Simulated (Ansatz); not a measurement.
# VInS3 (model cell, started as cubic perovskite with V in the octahedra): the cell at rest

Aim: bring VInS3 (model cell, started as cubic perovskite with V in the octahedra) to small forces and stress, as phonons need.

Calculated with Ansatz 0.2.0; DFT PBEsol, scalar-relativistic, plane waves, PAW; PAW set soft_1.

The structure was built from a prototype and need not be the compound's stable phase.

## Step 1: The starting structure

Symmetry: Pm-3m, No. 221, cubic system. Conventional cell: a = 4.665 Å, b = 4.665 Å, c = 4.665 Å, α = 90.00°, β = 90.00°, γ = 90.00°. Nearest to In lie 12 S at 3.30 Å. Nearest to V lie 6 S at 2.33 Å. Nearest to S lie 2 V at 2.33 Å. Farther neighbours and most contacts between anions are not listed.

## Step 2: Probe on a coarse mesh

A quick single point on a coarse mesh tells whether the cell has a gap and how far it is from rest, which sets the k mesh and smearing that follow.

input.yaml

```yaml
crystal:
  lattice:
    - [4.6648, 0.0, 0.0]
    - [0.0, 4.6648, 0.0]
    - [0.0, 0.0, 4.6648]
  atoms:
    - { symbol: In, position: [0.0, 0.0, 0.0] }
    - { symbol: V, position: [0.5, 0.5, 0.5] }
    - { symbol: S, position: [0.5, 0.5, 0.0] }
    - { symbol: S, position: [0.5, 0.0, 0.5] }
    - { symbol: S, position: [0.0, 0.5, 0.5] }
kpoints:
  mp_grid: { grid: [4, 4, 4] }
hamiltonian:
  xc: pbesol
  pseudopotentials: { kind: paw, azcp: { folder: soft_1 }, xc_functional: pbe }
scf:
  occupations: { method: gaussian, width: 0.1 }
output:
  forces: true
  stress: true
  eigenvalues: true
```

Launch:

```sh
$ ansatz run input.yaml --threads 4 --pin off --max-ram 16384MiB --backend cpu --events-out ev --progress --plain --runs-dir out
```

Numbers of over 12 decimals in the logs are rounded to 6 here.

Output:

```text
Engine: ansatz 0.2.0, aarch64-unknown-linux-gnu
Pseudopotentials: kind: paw
Pseudopotential: In, paw, valence charge 13, recommended cutoff 420 eV (normal), soft_1/In.paw.azcp
Pseudopotential: V, paw, valence charge 13, recommended cutoff 420 eV (normal), soft_1/V.paw.azcp
Pseudopotential: S, paw, valence charge 6, recommended cutoff 420 eV (normal), soft_1/S.paw.azcp
Functional definition: PBEsol
  exchange = pbesol_x
[...]
k-point 0: bands = [... 18 lower, 6.7153, 7.0869, 7.0869, 7.0869, 7.3368, 7.3368, 7.3368, 8.3670, ... 6 higher]
  k-point 1: bands = [... 18 lower, 6.4225, 7.1008, 7.1898, 7.1955, 7.1955, 8.3470, 8.3470, 8.3802, ... 6 higher]
  k-point 2: bands = [... 18 lower, 6.1687, 7.1149, 7.3030, 7.3030, 8.3890, 8.4269, 8.8715, 8.8715, ... 6 higher]
  k-point 9: bands = [... 18 lower, 4.5956, 8.2422, 8.2422, 8.2422, 8.6970, 8.6970, 8.6970, 12.9181, ... 6 higher]
[key lines of the parts left out:]
SCF converged after 10 iterations
Free energy (F): -11067.485623 eV
Fermi energy:    8.150521 eV
P = ⅓ Tr σ = -4.5908 GPa (-45.908 kbar)
```

Wall time 1.5 s (4 threads of Arm Neoverse V1, shared host); peak memory 0.38 GiB.

This run has no spin polarisation, although V can carry a moment.

Numbers from this step:

```
pressure          : -4.591 GPa
volume per atom   : 20.30 Å³
gap on the k-mesh : 0 eV
```

The coarse mesh shows no gap and a pressure of -4.6 GPa.

## Step 3: Bringing the structure to rest

Harmonic phonons are second derivatives at a point where the forces vanish, and they are wanted at zero stress, so atoms and cell are relaxed first.

Changes to input.yaml since step 2:

```diff
@@ -12,3 +12,3 @@
 kpoints:
-  mp_grid: { grid: [4, 4, 4] }
+  mp_grid: { grid: [8, 8, 8] }
 hamiltonian:
@@ -22 +22,10 @@
   eigenvalues: true
+  write_density: true
+  write_potential: true
+  elf: true
+  volumetric_format: npy
+relax:
+  adjacent_minimum: "off"
+  f_tol: 0.005
+  max_steps: 80
+  cell: { stress_tol: 0.05 }
```

Output:

```text
[...]
Crystal: 5 atoms, lattice volume = 101.508 Å³
Basis set: ecut = 420 eV, 1935 PW (Γ), exchange–correlation on 64×64×64 points (8 copies of the dense FFT grid, shifted against one another)
Bands: 27, of which v1, the nominal top of the filled ones, is band 22 counted from 1 (21 counted from 0)
Symmetry: 48 space group operations
[...]
k-points: 35 of 512
[...]
SCF iter   1: F=—  HF=-11068.756276 eV  |F-HF|=—  |Δ(HF+E_count)|=         —  Δρ=1.07e-1  dr2=2.16e1  ethr=3.10e-3  ⟨swp⟩=7.1  Hψ=10059  notcnv=0  defer=20
[...]
SCF iter   9: F=-11067.393779 eV  HF=-11067.393779 eV  |F-HF|=9.10e-9  |Δ(HF+E_count)|=   9.26e-8  Δρ=4.71e-6  dr2=2.62e-8  ethr=2.27e-10  ⟨swp⟩=15.8  Hψ=9036  notcnv=0
SCF 1 converged in 9 iterations: F = -11067.393779 eV  dr2 = 2.62e-8
[...]
relax step   1: F+E_penalty+E_count = -11067.39377881 eV  Δ(F+E_penalty+E_count) = +0.000e0 eV  max|allowed force component| = 9.276e-29 eV/Å  Δτ_max = 0.0000 Å  P = -4.271 GPa  Ω = 101.508 Å³  (9 SCF iters, dr2 threshold 1.00e-7 eV, accepted)
Crystal: 5 atoms, lattice volume = 97.016 Å³
Basis set: ecut = 420 eV, 1863 PW (Γ), exchange–correlation on 64×64×64 points (8 copies of the dense FFT grid, shifted against one another)
Bands: 32, of which v1, the nominal top of the filled ones, is band 22 counted from 1 (21 counted from 0)
[...]
iter 1 solved again at ethr=5.18e-4 eV; its pass at ethr=3.10e-3 eV (dr2=2.28e-1 eV) is discarded
[...]
SCF iter   6: F=-11067.469346 eV  HF=-11067.469346 eV  |F-HF|=2.48e-7  |Δ(HF+E_count)|=   9.02e-7  Δρ=1.57e-5  dr2=3.45e-7  ethr=1.14e-9  ⟨swp⟩=11.2  Hψ=8979  notcnv=0
SCF 2 converged in 6 iterations: F = -11067.469346 eV  dr2 = 3.45e-7
relax step   2: F+E_penalty+E_count = -11067.46934573 eV  Δ(F+E_penalty+E_count) = -7.557e-2 eV  max|allowed force component| = 9.403e-29 eV/Å  Δτ_max = 0.0000 Å  P = -0.877 GPa  Ω = 97.016 Å³  energy of the carried Pulay correction = +1.393e-3 eV  (6 SCF iters, dr2 threshold 5.00e-7 eV, accepted)
Crystal: 5 atoms, lattice volume = 95.919 Å³
[...]
SCF iter   6: F=-11067.472427 eV  HF=-11067.472428 eV  |F-HF|=5.49e-8  |Δ(HF+E_count)|=   6.68e-8  Δρ=6.56e-6  dr2=7.58e-8  ethr=1.14e-9  ⟨swp⟩=12.3  Hψ=8149  notcnv=0
SCF 3 converged in 6 iterations: F = -11067.472427 eV  dr2 = 7.58e-8
relax step   3: F+E_penalty+E_count = -11067.47242750 eV  Δ(F+E_penalty+E_count) = -3.082e-3 eV  max|allowed force component| = 8.798e-29 eV/Å  Δτ_max = 0.0000 Å  P = +0.089 GPa  Ω = 95.919 Å³  energy of the carried Pulay correction = +1.743e-3 eV  (6 SCF iters, dr2 threshold 5.00e-7 eV, accepted)
[...]
relax step   4: F+E_penalty+E_count = -11067.47242298 eV  Δ(F+E_penalty+E_count) = +4.513e-6 eV  max|allowed force component| = 3.211e-29 eV/Å  Δτ_max = 0.0000 Å  P = -0.001 GPa  Ω = 96.019 Å³  energy of the carried Pulay correction = +1.711e-3 eV  (6 SCF iters, dr2 threshold 1.97e-8 eV, accepted)
[...]
SCF iter   1: F=—  HF=-11067.470719 eV  |F-HF|=—  |Δ(HF+E_count)|=         —  Δρ=6.90e-5  dr2=5.72e-7  ethr=1.06e-6  ⟨swp⟩=3.1  Hψ=8434  notcnv=0
eigensolver tolerance schedule: the retry pair's looser diagonalisation over-reported the residual by 817.58 of it (diagonalisation noise at 0.39 of the residual, at the tolerance the schedule requests for it); recorded, not acted on — ethr = c·dr2/N_el stays at c = 1.0e-1
[...]
SCF iter   2: F=—  HF=-11067.470776 eV  |F-HF|=—  |Δ(HF+E_count)|=   5.77e-5  Δρ=3.64e-5  dr2=1.84e-7  ethr=1.30e-9  ⟨swp⟩=2.9  Hψ=2081  notcnv=0
[...]
SCF iter   6: F=-11067.470777 eV  HF=-11067.470777 eV  |F-HF|=1.09e-11  |Δ(HF+E_count)|=  1.46e-11  Δρ=1.37e-7  dr2=1.73e-11  ethr=1.00e-12  ⟨swp⟩=7.1  Hψ=5749  notcnv=0
SCF 5 converged in 6 iterations: F = -11067.470777 eV  dr2 = 1.73e-11
relax step   5: F+E_penalty+E_count = -11067.47077683 eV  Δ(F+E_penalty+E_count) = +1.646e-3 eV  max|allowed force component| = 2.388e-29 eV/Å  Δτ_max = 0.0000 Å  P = -0.003 GPa  Ω = 96.019 Å³  stress off target by 3.32e-3 GPa  SCF on the basis re-selected at this cell (its energy is not comparable with the rows above)  (6 SCF iters)
basis re-selected at this cell: Δ(F+E_penalty+E_count) = +1.646e-3 eV, ΔP = -0.002 GPa vs the last step (what re-selecting the basis moved, of the pressure what is left beyond the Pulay correction that the steps carried, after the strain that the cell walked since its last selection, with what the two solves' SCF thresholds leave and, on support functions, any second-order correction that the steps lacked; it is no m [...]
SCF converged after 6 iterations
Free energy (F): -11067.470777 eV
[...]
Internal energy: -11067.445132 eV  (E = F + TS)
E sigma→0 (E₀):  -11067.457954 eV
Entropy (-TS):   -0.025645 eV (-5.129 meV/atom)
Fermi energy:    8.747848 eV
[...]
--- Stress (GPa, compression-positive) ---
       -0.003324       0.000000       0.000000
        0.000000      -0.003324      -0.000000
        0.000000      -0.000000      -0.003324
  P = ⅓ Tr σ = -0.0033 GPa (-0.033 kbar)
--- Band table (eV; the first three rows and the last of 35) ---
  k-point 0: bands = [... 18 lower, 7.4042, 7.8597, 7.8597, 7.8597, 8.1436, 8.1436, 8.1436, 9.3356, ... 6 higher]
  k-point 1: bands = [... 18 lower, 7.3024, 7.7565, 7.8645, 7.8943, 7.8943, 8.6165, 8.6165, 9.3424, ... 6 higher]
  k-point 2: bands = [... 18 lower, 7.0777, 7.8763, 7.9707, 7.9707, 7.9913, 9.2388, 9.2388, 9.3551, ... 6 higher]
  k-point 34: bands = [... 18 lower, 5.2552, 9.0707, 9.0707, 9.0707, 9.6373, 9.6373, 9.6373, 14.2120, ... 6 higher]
--- Relaxed structure (4 steps of the walk, 4 accepted, 1 SCFs on fresh bases) ---
  F+E_penalty+E_count = -11067.47077683 eV   max|allowed force component| = 2.388e-29 eV/Å   (the final SCF, on the basis selected at the relaxed cell)
  cell:  # Å, volume = 96.0189 Å³
    - [4.579157, 0, 0]
    - [0, 4.579157, 0]
    - [0, 0, 4.579157]
  atoms:
    - { symbol: In, position: [0, 0, 0] }
    - { symbol: V, position: [0.500000, 0.500000, 0.500000] }
    - { symbol: S, position: [0.500000, 0.500000, 0] }
    - { symbol: S, position: [0.500000, 0, 0.500000] }
    - { symbol: S, position: [0, 0.500000, 0.500000] }
```

Wall time 9.7 s (4 threads); peak memory 0.47 GiB; 36 s of CPU time.

Step by step:

| step | energy less that of the first step (eV) | largest force component (eV/Å) | pressure (GPa) | volume (Å³) |
| --- | --- | --- | --- | --- |
| 1 | 0.0000 | 0.0000 | -4.27 | 101.51 |
| 2 | -0.0756 | 0.0000 | -0.88 | 97.02 |
| 3 | -0.0786 | 0.0000 | 0.09 | 95.92 |
| 4 | -0.0786 | 0.0000 | 0.00 | 96.02 |
| 5* | -0.0770 | 0.0000 | 0.00 | 96.02 |

Relaxation steps marked * repeat the geometry before them on a plane-wave basis chosen anew for their cell, so energy and pressure can jump there.

The run keeps the 48 symmetry operations that it works with, so distortions that break them were not tested.

| conventional cell, symmetrised | before | after | change |
| --- | --- | --- | --- |
| a (Å) | 4.665 | 4.579 | -1.8 % |
| b (Å) | 4.665 | 4.579 | -1.8 % |
| c (Å) | 4.665 | 4.579 | -1.8 % |
| volume (Å³/atom) | 20.30 | 19.20 | -5.4 % |

Final coordinates:

```xyz
5
Lattice="4.5792 0.0000 0.0000 0.0000 4.5792 0.0000 0.0000 0.0000 4.5792" Properties=species:S:1:pos:R:3 pbc="T T T"
In    0.0000    0.0000    0.0000
V     2.2896    2.2896    2.2896
S     2.2896    2.2896    0.0000
S     2.2896    0.0000    2.2896
S     0.0000    2.2896    2.2896
```

Numbers from this step:

- pressure: -0.003324 GPa
- volume per atom: 19.20 Å³

ELF in the ac plane at fractional y = 0.500, with atoms of V and S within 0.2 Å of it. It is the smooth field of the valence electrons, not physical close to the nuclei.

Values, 13 rows by 14 columns, each cell a mean:
```
0.03 0.05 0.15 0.54 0.80 0.77 0.34 0.18 0.54 0.82 0.74 0.35 0.09 0.04
0.13 0.10 0.10 0.34 0.67 0.82 0.78 0.74 0.81 0.79 0.57 0.20 0.09 0.11
0.50 0.39 0.23 0.20 0.40 0.61 0.68 0.69 0.67 0.54 0.31 0.18 0.29 0.45
0.80 0.75 0.59 0.30 0.19 0.20 0.24 0.26 0.23 0.19 0.21 0.42 0.67 0.78
0.72 0.81 0.81 0.52 0.18 0.26 0.48 0.53 0.41 0.19 0.26 0.70 0.83 0.77
0.14 0.50 0.83 0.59 0.24 0.50 0.70 0.71 0.66 0.35 0.29 0.77 0.75 0.32
0.04 0.40 0.82 0.59 0.25 0.53 0.71 0.70 0.68 0.38 0.30 0.78 0.71 0.19
0.46 0.70 0.83 0.56 0.21 0.38 0.62 0.65 0.56 0.26 0.27 0.74 0.81 0.60
0.83 0.82 0.73 0.41 0.17 0.16 0.27 0.30 0.22 0.14 0.22 0.57 0.78 0.83
0.67 0.57 0.37 0.21 0.28 0.42 0.47 0.48 0.46 0.37 0.24 0.25 0.45 0.63
0.26 0.19 0.12 0.26 0.57 0.78 0.81 0.81 0.81 0.72 0.46 0.16 0.14 0.22
0.05 0.05 0.12 0.46 0.76 0.81 0.57 0.45 0.69 0.82 0.69 0.29 0.08 0.05
0.02 0.04 0.18 0.60 0.81 0.71 0.15 0.02 0.37 0.80 0.77 0.41 0.10 0.03
```
Columns run along a (4.6 Å), rows up along c (4.6 Å). Atoms in or near the plane, at fractional coordinates: V at (0.50, 0.50), S at (0.50, 0.00), S at (0.00, 0.50).

Valence density in the ac plane at fractional y = 0.500, with atoms of V and S within 0.2 Å of it. It is the smooth field of the valence electrons, not physical close to the nuclei.

Ten steps, logarithmic in the rise over the least value, from '_' (0 e/Å³) to '@' (14 e/Å³), each cell a mean:
```
______..--====--====::..____
______..::--======--::..____
........::::------::........
--::::....::------::....::--
====--::::==**##++--::--====
--====----**@@@@%%++----====
::====----##@@@@%%++--====--
======----++##%%##==::--====
==--::::::::====--::..::----
::::......::------::......::
______..::--======--....____
______..--========--::..____
______..--==--::====::..____
```
Columns run along a (4.6 Å), rows up along c (4.6 Å). Atoms in or near the plane, at fractional coordinates: V at (0.50, 0.50), S at (0.50, 0.00), S at (0.00, 0.50).

Electrostatic potential energy in the ac plane at fractional y = 0.500, with atoms of V and S within 0.2 Å of it. With pseudopotentials it is smooth inside the atoms' cores, unlike the true potential.

Ten even steps from '0' (-33 eV) to '9' (13 eV), each cell a mean:
```
99997200048999
99998621379999
99999876789999
78999866789988
13787410258852
00475100027620
10375000026610
01586200047730
56898643578975
99999877889999
99999754689999
99998300158999
99997102038999
```
Columns run along a (4.6 Å; values clipped at the 3rd and 97th percentile), rows up along c (4.6 Å). Atoms in or near the plane, at fractional coordinates: V at (0.50, 0.50), S at (0.50, 0.00), S at (0.00, 0.50).

In this step the volume went from 20.30 to 19.20 Å³/atom.

## Step 4: Relaxing to small forces for the phonons

Phonons need a cell at rest on their own settings, so the relaxation is repeated with tight tolerances on forces and stress on the k mesh and occupations of the first response run.

input.yaml, the sections that differ from step 3:

```yaml
crystal:
  lattice:
    - [4.5791567302, 0.0, 0.0]
    - [0.0, 4.5791567302, 0.0]
    - [0.0, 0.0, 4.5791567302]
  atoms:
    - { symbol: In, position: [0.0, 0.0, 0.0] }
    - { symbol: V, position: [0.5, 0.5, 0.5] }
    - { symbol: S, position: [0.5, 0.5, 0.0] }
    - { symbol: S, position: [0.5, 0.0, 0.5] }
    - { symbol: S, position: [0.0, 0.5, 0.5] }
scf:
  occupations: { method: methfessel_paxton, width: 0.2 }
output:
  forces: true
  stress: true
  eigenvalues: true
relax:
  adjacent_minimum: "off"
  f_tol: 0.001
  max_steps: 60
  cell: { stress_tol: 0.01 }
# kpoints, hamiltonian: as in step 3
```

Output:

```text
[...]
Crystal: 5 atoms, lattice volume = 96.019 Å³
Basis set: ecut = 420 eV, 1863 PW (Γ), exchange–correlation on 64×64×64 points (8 copies of the dense FFT grid, shifted against one another)
Bands: 27, of which v1, the nominal top of the filled ones, is band 22 counted from 1 (21 counted from 0)
[... 1 set-up line as in the run before ...]
[...]
k-points: 35 of 512
[...]
--- Relaxed structure (1 steps of the walk, 1 accepted, 1 SCFs on fresh bases) ---
[...]
cell:  # Å, volume = 96.0189 Å³
    - [4.5791567302, 0.0, 0.0]
    - [0.0, 4.5791567302, 0.0]
    - [0.0, 0.0, 4.5791567302]
  atoms:
    - { symbol: In, position: [0.0, 0.0, 0.0] }
    - { symbol: V, position: [0.5, 0.5, 0.5] }
    - { symbol: S, position: [0.5, 0.5, 0.0] }
    - { symbol: S, position: [0.5, 0.0, 0.5] }
    - { symbol: S, position: [0.0, 0.5, 0.5] }
[key lines of the parts left out:]
SCF converged after 7 iterations
Free energy (F): -11067.464503 eV
Fermi energy:    8.750439 eV
P = ⅓ Tr σ = 0.0005 GPa (0.005 kbar)
```

Wall time 4.3 s (4 threads); peak memory 0.46 GiB; 16 s of CPU time.

Little changed from the start: no atom moved by 0.005 Å and no cell edge by 0.1 %.

This step gave:

* pressure: 5.05e-4 GPa

The forces vanish by symmetry and the pressure is 0.001 GPa, within the tolerances set. The cell now holds 19.20 Å³/atom.

## Step 5: Outcome

```
space group after relaxation (within 0.01 Å) : Pm-3m
lattice constant a                           : 4.579 Å
lattice constant b                           : 4.579 Å
lattice constant c                           : 4.579 Å
volume per atom                              : 19.2 Å³
```

What this shows: The forces vanish by symmetry and the pressure is 0.001 GPa, within the tolerances set. The cell now holds 19.20 Å³/atom. The relaxation keeps the symmetry of its start, so it says nothing on stability against lower symmetry. The runs are without spin polarisation, although V often carries a moment. The PAW files were made for PBE and serve the other functionals too. The starting cell was built on a prototype and not taken from a measurement, so the phase need not exist.

[Logs are printed without paths, hosts, clocks, repeated set-up lines and the standing remarks that a program may print on its own settings, such as how far it seeks lower states.]

[Hosts, paths, dates, database ids (printed as entryN), source tags and the programs' standing remarks are cut or masked in the printed files.]
